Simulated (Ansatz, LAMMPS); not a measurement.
**Glassy 50SiO2-20Al2O3-15Li2O-15ZnO (mol %) (65 atoms): geometry optimisation**

How does glassy 50SiO2-20Al2O3-15Li2O-15ZnO (mol %) (65 atoms) relax, and what do bonds, charges and levels look like afterwards?

Method: Kohn-Sham DFT, LDA, PAW (set soft_2), plane waves, in Ansatz 0.2.0.

## (1) The starting structure

The cell holds 65 atoms: 10 Si, 8 Al, 6 Li, 3 Zn and 38 O. Its edges and angles: a = 9.084 Å, b = 9.084 Å, c = 9.084 Å, α = 90.0°, β = 90.0°, γ = 90.0°. 65 atoms (10 Si, 8 Al, 6 Li, 3 Zn, 38 O) placed at random at 2.76 g/cm³, melted at 4000 K for 10 ps at fixed volume with the Morse and Coulomb pair potential with partial charges (Pedone, Malavasi, Menziani, Cormack and Segre, J. Phys. Chem. B 110, 11780 (2006)). Quenched from 4000 K to 300 K at 20 K/ps and fixed volume, held 10 ps at zero pressure.

What the set-up can't give: The quench rate of 20 K/ps far exceeds what a furnace or splat quench reaches, so expect more defects and frozen-in strain than in a real sample. The starting topology of bonds comes from the classical model. The Brillouin zone is sampled at Γ only, in a cell whose shortest periodic width is 9 Å.

## (2) Single point at the start

The forces at the start show how far the geometry lies from a minimum of this functional.

Input file input.yaml:

```yaml
crystal:
  lattice:
    - [9.08383, 0.0, 0.0]
    - [0.0, 9.08383, 0.0]
    - [0.0, 0.0, 9.08383]
  atoms:
    - { symbol: Si, position: [0.69285, 0.11785, 0.6053] }
    - { symbol: Si, position: [0.73803, 0.64875, 0.41051] }
    - { symbol: Si, position: [0.33257, 0.67618, 0.04163] }
    - { symbol: Si, position: [0.50826, 0.11961, 0.17737] }
    [... 55 atom lines left out ...]
    - { symbol: O, position: [0.85855, 0.45025, 0.83182] }
    - { symbol: O, position: [0.32689, 0.04425, 0.55551] }
    - { symbol: O, position: [0.86408, 0.60691, 0.5263] }
    - { symbol: O, position: [0.09458, 0.53847, 0.38426] }
    - { symbol: O, position: [0.46025, 0.51579, 0.62037] }
    - { symbol: O, position: [0.8142, 0.08284, 0.48495] }
kpoints:
  mp_grid: { grid: [1, 1, 1] }
hamiltonian:
  xc: lda
scf:
  occupations: { method: fermi_dirac, width: 0.025 }
output:
  forces: true
  stress: true
  populations: true
  dos:
    method: { smearing: { sigma: 0.15 } }
    de: 0.1
    projected: { site_lists: { Al: [Al], Li: [Li], O: [O], Si: [Si], Zn: [Zn] } }
  eigenvalues: true
```

Started as:

```console
$ ansatz run input.yaml --threads 4 --pin off --max-ram 8192MiB --backend cpu --events-out ev --progress --plain --runs-dir out
```

Wall time 6.8 s (4 threads of Arm Neoverse V1, shared host); peak memory 0.85 GiB.

Numbers from this run:

| Item | Value |
| --- | --- |
| free energy | -42308.5250 eV |
| free energy per atom | -650.9004 eV/atom |
| SCF cycles | 10 |
| pressure | 2.592 GPa |
| r.m.s. force component | 1.423 eV/Å |
| longest force | 7.087 eV/Å |
| Fermi energy | 5.986 eV |
| gap (highest filled to lowest empty level) | 2.612 eV |
| spilling of the projection | 0.01121 |

The r.m.s. force component of 1.4 eV/Å and the pressure of 2.6 GPa set the starting point.

Length of the force by element:

```csv
element,coordination,atoms,mean length of the force (eV/Å),spread,least,most
Al,all,8,2.44,0.911,1,4.12
Li,all,6,0.633,0.139,0.358,0.791
O,all,38,1.96,1.29,0.253,6.36
Si,all,10,3.06,1.82,1.07,7.09
Zn,all,3,0.940,0.272,0.617,1.28
```

## (3) Relaxation

With the cell held, the atoms are moved downhill towards a nearby minimum.

input.yaml, the sections that differ from step 2:

```yaml
output:
  forces: true
relax:
  f_tol: 0.03
  max_steps: 200
# crystal, kpoints, hamiltonian, scf: as in step 2
```

It took 55 s on 4 threads; peak memory 0.84 GiB; 3.3 min of CPU time.

Step by step:

```csv
step,energy less that of the first step (eV),largest force component (eV/Å)
1,0.0000,5.5280
2,-2.8397,3.5063
3,-4.9874,0.5856
4,-5.1756,0.4033
5,-5.2979,0.2948
6,-5.3407,0.1987
7,-5.3950,0.1848
8,-5.4224,0.2946
9,-5.4464,0.2507
10,-5.4410,0.4159
11,-5.4702,0.0796
12,-5.4735,0.0935
13,-5.4744,0.0942
14,-5.4759,0.0460
15,-5.4734,0.0613
16,-5.4771,0.0145
```

Relaxation steps 10, 15 were tried and not accepted.

The atoms that moved most (Å):

```csv
atom,dx,dy,dz,length
Li21,-0.753,0.367,0.078,0.841
O43,-0.174,-0.070,0.439,0.478
O39,-0.236,0.303,-0.165,0.418
O56,0.134,-0.357,0.114,0.398
Li20,-0.182,0.311,-0.049,0.364
O29,0.235,-0.086,-0.225,0.336
O63,-0.019,-0.011,-0.298,0.299
Li19,0.125,-0.196,-0.181,0.294
```

The relaxation changed the energy by -84.3 meV/atom, and atoms moved by 0.23 Å r.m.s., 0.84 Å at most.

## (4) Distances and neighbours after relaxation

Bonds before and after, by the cutoffs listed below:

```csv
pair,bonds before,bonds after,mean before (Å),mean after (Å),spread before (Å),spread after (Å)
O-Si,40,40,1.605,1.625,0.058,0.028
O-Al,34,34,1.786,1.784,0.123,0.068
O-Li,23,25,2.127,2.093,0.124,0.170
O-Zn,14,12,2.082,1.989,0.121,0.098
```

Density 2.97 g/cm³, 11.53 Å³ an atom.

g(r), total and by pair (bins of 0.2 Å):

```
r (Å)  total   O-O   O-Si  O-Al  O-Li  O-Zn  Si-Si
 1.50   0.34  0.00   1.90  0.00  0.00  0.00   0.00
 1.70   2.96  0.00  10.00  8.05  0.00  0.00   0.00
 1.90   0.90  0.00   0.00  2.50  2.87  4.31   0.00
 2.10   0.50  0.00   0.00  0.00  3.03  3.19   0.00
 2.30   0.19  0.07   0.00  0.00  1.27  0.53   0.00
 2.50   0.66  1.61   0.12  0.00  0.45  0.81   0.00
 2.70   1.23  2.98   0.00  0.00  0.36  0.34   0.00
 2.90   1.44  2.34   0.10  0.25  0.61  0.33   2.69
 3.10   1.04  0.92   0.40  0.72  1.23  0.81   2.52
 3.30   1.09  0.69   0.93  0.91  1.08  0.24   0.57
 3.50   0.71  0.63   1.15  0.89  0.75  0.21   0.00
 3.70   0.90  0.63   1.42  1.14  1.05  1.32   0.00
 3.90   1.10  0.84   1.48  1.79  1.11  1.56   0.41
 4.10   1.11  0.69   1.73  1.92  1.18  1.24   1.40
 4.30   1.02  0.67   1.35  1.38  1.12  1.42   0.62
```

Bonds by pair of elements; cutoffs follow the first minimum of g(r), held within bounds set by covalent radii, and pairs that aren't listed don't count as bonded:

```
pair A-B  cutoff (Å)  bonds  mean length (Å)  spread (Å)  shortest (Å)  B about A  A about B
    O-Si        2.08     40             1.62       0.028          1.57       1.05          4
    O-Al        2.33     34             1.78       0.068          1.70      0.895       4.25
    O-Li        2.58     25             2.09        0.17          1.83      0.658       4.17
    O-Zn        2.38     12             1.99       0.098          1.88      0.316          4
```

How many atoms have how many bonded neighbours:

| element | mean | 2 | 3 | 4 | 5 |
| --- | --- | --- | --- | --- | --- |
| Al | 4.25 | 0 | 0 | 6 | 2 |
| Li | 4.17 | 0 | 1 | 3 | 2 |
| O | 2.92 | 9 | 23 | 6 | 0 |
| Si | 4 | 0 | 0 | 10 | 0 |
| Zn | 4 | 0 | 1 | 1 | 1 |

Bond angles (no mean is given where the spread exceeds 20°):

```
  angle  count  mean (°)  spread (°)
 O-Si-O     60       109         6.6
 O-Al-O     56       109        18.2
 O-Li-O     41         -           -
Li-O-Si     29       107        15.5
Al-O-Si     20       134        16.1
```

Oxygen atoms by the number of network formers (Si, P, Ge, B, Al, As, Ga) bound to them:

```csv
network formers bound to O,O atoms,per cent
0,0,0
1,5,13.2
2,30,78.9
3,3,7.9
```

Network units: each former by its oxygen neighbours and how many of them bridge to another former:

```
former  O neighbours  bridging O  atoms
    Si             4           3      4
    Si             4           4      6
    Al             4           3      1
    Al             4           4      5
    Al             5           5      2
```

Bond length by coordination (bonds to H left out):

| element | coordination | atoms | mean bond length (Å) |
| --- | --- | --- | --- |
| Al | 4 | 6 | 1.76 |
| Al | 5 | 2 | 1.85 |
| Li | 3 | 1 | 2.00 |
| Li | 4 | 3 | 2.08 |
| Li | 5 | 2 | 2.13 |
| O | 2 | 9 | 1.66 |
| O | 3 | 23 | 1.82 |
| O | 4 | 6 | 1.94 |
| Zn | 3 | 1 | 1.94 |
| Zn | 4 | 1 | 1.95 |
| Zn | 5 | 1 | 2.05 |

Rings of the network by King's shortest-path rule, up to 12 atoms, one path for each pair of neighbours; H, halogens, alkali and alkaline-earth atoms are left out, and the last column divides by all other atoms, bonded or not:

| ring size (atoms) | rings | per network atom |
| --- | --- | --- |
| 4 | 3 | 0.051 |
| 6 | 3 | 0.051 |
| 8 | 15 | 0.254 |
| 10 | 25 | 0.424 |
| 12 | 18 | 0.305 |

First main peaks of g(r), for some of the pairs, lie near 2.6 Å (O-O), 1.6 Å (O-Si), 1.8 Å (O-Al), 2.0 Å (O-Li), 2.0 Å (O-Zn) and 3.0 Å (Si-Si). By these cutoffs 75 % of Al atoms have 4, 50 % of Li atoms have 4, 61 % of O atoms have 3 and all Si atoms have 4 bonded neighbours. The O-Si-O angle averages 109° with a spread of 7°. Counting bonds to Si and Al alone, not to Zn, 79 % of the oxygens join two of these atoms and 13 % one; 8 % join three. The commonest Si unit has 4 oxygens, 4 of them shared with other formers (6 of 10 atoms). Rings of 10 atoms are the most common (39 % of those counted); sizes run from 4 to 12, where the search stops.

## (5) Single point at the relaxed geometry

The electronic structure is read at the final geometry, in a run of its own.

Input file input.yaml:

```yaml
crystal:
  lattice:
    - [9.08383, 0.0, 0.0]
    - [0.0, 9.08383, 0.0]
    - [0.0, 0.0, 9.08383]
  atoms:
    - { symbol: Si, position: [0.6852, 0.13753, 0.61717] }
    - { symbol: Si, position: [0.74475, 0.65584, 0.4055] }
    - { symbol: Si, position: [0.32666, 0.67223, 0.05225] }
    - { symbol: Si, position: [0.49858, 0.12969, 0.19491] }
    [... 55 atom lines left out ...]
    - { symbol: O, position: [0.87826, 0.45098, 0.82043] }
    - { symbol: O, position: [0.31348, 0.0545, 0.56127] }
    - { symbol: O, position: [0.87195, 0.60586, 0.52663] }
    - { symbol: O, position: [0.09251, 0.53729, 0.35147] }
    - { symbol: O, position: [0.45566, 0.51302, 0.60635] }
    - { symbol: O, position: [0.81175, 0.08735, 0.50737] }
kpoints:
  mp_grid: { grid: [1, 1, 1] }
hamiltonian:
  xc: lda
scf:
  occupations: { method: fermi_dirac, width: 0.025 }
output:
  forces: true
  stress: true
  populations: true
  dos:
    method: { smearing: { sigma: 0.08 } }
    de: 0.1
    projected: { site_lists: { Al: [Al], Li: [Li], O: [O], Si: [Si], Zn: [Zn] } }
  eigenvalues: true
  write_density: true
  write_potential: true
  volumetric_format: npy
  elf: true
```

Elapsed: 7.2 s, on 4 threads; peak memory 0.85 GiB; 27 s of CPU time.

Read from the output:

```yaml
free_energy: -42314.0021 eV
free_energy_per_atom: -650.9846 eV/atom
scf_cycles: 10
pressure: -1.204 GPa
r_m_s_force_component: 0.00519 eV/Å
longest_force: 0.01768 eV/Å
fermi_energy: 5.863 eV
spacing_of_highest_filled_and_lowest_empty_level: 3.331 eV
spilling_of_the_projection: 0.01111
```

Löwdin charges by element and coordination (they lack the spilled electrons, 0.059 e an atom on average):

```
element  coordination  atoms  mean charge (e)  spread   least    most
     Al           all      8             1.25   0.022    1.21    1.28
     Al             4      6             1.24  0.0223    1.21    1.28
     Al             5      2             1.27   0.006    1.26    1.27
     Li           all      6            0.811  0.0171   0.789   0.836
     Li             3      1            0.836       0   0.836   0.836
     Li             4      3            0.809  0.0151   0.790   0.826
     Li             5      2            0.801  0.0115   0.789   0.812
      O           all     38           -0.848  0.0661   -1.01  -0.747
      O             2      9           -0.805  0.0472  -0.907  -0.747
      O             3     23           -0.859  0.0666   -1.01  -0.768
      O             4      6           -0.868  0.0611  -0.995  -0.801
     Si           all     10             1.67  0.0282    1.62    1.71
     Zn           all      3             1.51  0.0127    1.50    1.53
     Zn             3      1             1.50       0    1.50    1.50
     Zn             4      1             1.51       0    1.51    1.51
     Zn             5      1             1.53       0    1.53    1.53
```

Density of states as counts of states in windows of 1 eV (from the Fermi level), total and the larger projections:

```csv
from (eV),to (eV),total,O p,Zn d,Si p
-18,-17,2.4,0.0,0.0,0.0
-17,-12,0.0,0.0,0.0,0.0
-12,-11,2.0,1.3,0.0,0.1
-11,-10,7.5,5.1,0.0,0.4
-10,-9,6.9,4.8,0.1,0.5
-9,-8,17.7,12.4,1.3,1.8
-8,-7,33.1,18.7,9.2,2.1
-7,-6,36.3,21.2,10.1,1.8
-6,-5,40.6,31.0,4.6,1.2
-5,-4,43.1,37.9,1.8,0.8
-4,-3,43.5,39.8,1.4,0.5
-3,-2,23.0,21.2,0.9,0.2
-2,-1,4.3,3.9,0.2,0.0
-1,1,0.0,0.0,0.0,0.0
1,2,2.0,0.1,0.0,0.0
2,3,0.0,0.0,0.0,0.0
3,4,6.0,0.9,0.0,0.4
4,5,11.9,1.3,0.0,1.6
```

The curve was stored every 0.10 eV, coarse against its broadening of 0.08 eV, so these counts are rough.

Between -26 and -18 eV lie 74 more states.

The levels nearest the highest filled one (over half full), pooled over k-points and spins:

```csv
level less the highest filled one (eV),occupation
-0.732,2
-0.648,2
-0.584,2
-0.312,2
-0.238,2
0,2
3.33,0
5.11,0
5.48,0
5.60,0
5.84,0
6.02,0
```

Mean Löwdin charges: Al +1.25, Li +0.81, O -0.85, Si +1.67, Zn +1.51 e (they miss 1.1 % of the electrons, so they add up to more than the cell's charge).

1 further run on a deliberately doubtful input is not shown.

## (6) Outcome

```yaml
energy_change_in_the_relaxation: -84.26 meV/atom
r_m_s_displacement: 0.225 Å
largest_displacement: 0.841 Å
free_energy_per_atom: -650.9846 eV/atom
pressure: -1.204 GPa
r_m_s_force_component: 0.00519 eV/Å
spacing_of_highest_filled_and_lowest_empty_level: 3.331 eV
wall_time_of_the_4_dft_runs_those_left_out_included: 2.1 min
```

What this shows: Relaxation lowers the energy by 84.3 meV/atom and moves atoms by 0.23 Å r.m.s.; the r.m.s. force component goes from 1.4 to 0.0052 eV/Å, the pressure goes from 2.6 to -1.2 GPa, and the gap from 2.61 to 3.33 eV. By the final cutoffs 3 of 111 bonded pairs parted and 3 joined. From the first step to the last the energy fell by 5.477 eV, and the largest move was 0.84 Å (Li21). The O-Zn bonds change most in mean length: from 2.082 Å (spread 0.121) to 1.989 Å (spread 0.098), and their number from 14 to 12. Counting bonds as in the table, 75 % of Al atoms have 4, 50 % of Li atoms have 4, 61 % of O atoms have 3 and all Si atoms have 4 bonded neighbours. Counting bonds to Si and Al alone, not to Zn, 79 % of the oxygens join two of these atoms and 13 % one; 8 % join three. The highest filled and lowest empty levels differ by 3.33 eV (at Γ alone); a local or semilocal functional tends to put such gaps too low. In a disordered cell it changes from sample to sample, and tail or defect levels can set it.

What to keep in mind: The starting topology of bonds comes from the classical model; in DFT 3 of its 111 bonded pairs passed out of the cutoffs and 3 came within them.

[Logs are printed without paths, hosts, clocks, repeated set-up lines and the standing remarks that a program may print on its own settings, such as how far it seeks lower states.]

[Hosts, paths, dates, database ids (printed as entryN), source tags and the programs' standing remarks are cut or masked in the printed files.]
